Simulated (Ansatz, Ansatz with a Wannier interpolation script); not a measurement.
An input for Ansatz 0.2.0 (Rb2PdC2 (P-3m1)):

```yaml
crystal:
  lattice:
    - [5.3581, 0.0, 0.0]
    - [-2.67905, 4.640250716, 0.0]
    - [0.0, 0.0, 5.2888]
  atoms:
    - { symbol: Rb, position: [0.3333333333, 0.6666666667, 0.2775] }
    - { symbol: Rb, position: [0.6666666667, 0.3333333333, 0.7225] }
    - { symbol: Pd, position: [0.0, 0.0, 0.0] }
    - { symbol: C, position: [0.0, 0.0, 0.3809] }
    - { symbol: C, position: [0.0, 0.0, 0.6191] }
kpoints:
  mp_grid: { grid: [6, 6, 4] }
hamiltonian:
  xc: lda
  pseudopotentials: { kind: paw, azcp: { folder: soft_1 }, xc_functional: pbe }
scf:
  occupations: { method: fixed }
gw:
  n_empty_bands: 548
  ecut_chi: 150.0
  qp_bands: [v8, c2]
  screening: { model: contour_deformation }
```

```sh
ansatz run input.yaml --threads 4 --pin off --max-ram 18432MiB --backend cpu --events-out ev --progress --plain --runs-dir out
```

**Question.** Estimate wall time and host memory on 4 threads of Arm Neoverse V2, shared host.

It took 58 min; on shared hardware allow 29 min to 1.9 h. Peak host memory was 2.6 GiB. The sizes that set the cost: 2567 plane waves a state, 24 irreducible k points, 570 bands summed, 551 plane waves in the screening and 11 SCF cycles.

The screening grows as filled bands × empty bands × pairs of k points, times the square of the screening basis for the matrix.

[Paths, hosts, dates, memory and timing lines, banners, echoed tables and standing remarks are left out of the program output.]

[Logs are printed without paths, hosts, clocks, repeated set-up lines and the standing remarks that a program may print on its own settings, such as how far it seeks lower states.]

[Runs of the session that timed out or met a known fault of the program may be left out.]

[Hosts, paths, dates, database ids (printed as entryN), source tags and the programs' standing remarks are cut or masked in the printed files.]
